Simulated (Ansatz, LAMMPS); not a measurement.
## Liquid Al at 1400 K (138 atoms): a reference run and its variants

Density of this cell: 2.27 g/cm³. The cell holds 138 atoms: 138 Al. Its edges and angles: a = 13.957 Å, b = 13.957 Å, c = 13.957 Å, α = 90.0°, β = 90.0°, γ = 90.0°. 138 atoms (138 Al) placed at random at 2.39 g/cm³, melted at 1400 K for 10 ps at fixed volume with the Finnis-Sinclair Al potential (Mendelev, file Al_mm.eam.fs of the LAMMPS distribution). Snapshot at the end of a hold of 10 ps at 1400 K and zero pressure.

Geometry: as built.

Reference run: Kohn-Sham DFT, PBE, PAW (set soft_2), plane waves (Ansatz 0.2.0), cutoff 420 eV, Γ point, methfessel-paxton smearing of 0.15 eV.

| Quantity | Value |
| --- | --- |
| r.m.s. force component | 0.8635 eV/Å |
| pressure | 1.334 GPa |
| spacing of highest filled and lowest empty level | 0.0306 eV |
| SCF cycles | 8 |
| time | 69 s on 4 threads of AMD EPYC 7R43, shared host |

**Question.** The same geometry is run again with each of these changes. How far do the results move, and how long does each run take?
- support functions low
- support functions medium
- support functions high
- support functions medium, radius 3.91 Å
- support functions medium, radius 4.19 Å
- basis.ecutwfc = "250 eV" and basis.xc_grid = 1

Each row is set against the plane-wave reference (Kohn-Sham DFT, PBE, PAW (set soft_2), plane waves; r.m.s. force component 0.864 eV/Å). Energies are set beside the reference only for runs with its functional, potentials and electron count. Times are for 4 threads of AMD EPYC 7R43, shared host. The reference's time includes the DOS, ELF, the stress and grids, which some other runs skip.

| run | Δ force, r.m.s. (meV/Å) | share of r.m.s. force (%) | Δ energy (meV/atom) | Δ pressure (GPa) | cycles | time | host memory (GiB) |
| --- | --- | --- | --- | --- | --- | --- | --- |
| reference | - | - | - | - | 8 | 69 s | 2.9 |
| support functions low | 0.32 | 0.0371 | -0.625 | - | 9 | 2.3 min | 3.5 |
| support functions medium | 0.32 | 0.0371 | -0.625 | - | 9 | 2.5 min | 3.5 |
| support functions high | 0.199 | 0.023 | -0.608 | - | 12 | 9.1 min | 5.9 |
| support functions medium, radius 3.91 Å | 0.387 | 0.0448 | -0.626 | - | 9 | 2.2 min | 3.4 |
| support functions medium, radius 4.19 Å | 0.272 | 0.0315 | -0.624 | - | 9 | 3.3 min | 3.7 |
| basis.ecutwfc = "250 eV" and basis.xc_grid = 1 | 31.3 | 3.62 | 100 | 0.766 | 8 | 41 s | 1.5 |

Among numerical settings the force difference runs from 0.20 meV/Å (support functions high) to 31 meV/Å (basis.ecutwfc = "250 eV" and basis.xc_grid = 1). At 138 atoms the fastest of the runs at a preset level, support functions low, takes roughly 2.0 times the time of plane waves (whose run also made extra analyses, so the like-for-like ratio is larger), in 9 SCF cycles against 8. Differences between support functions and plane waves include what basis error the plane-wave run still has. 

[Hosts, paths, dates, database ids (printed as entryN), source tags and the programs' standing remarks are cut or masked in the printed files.]
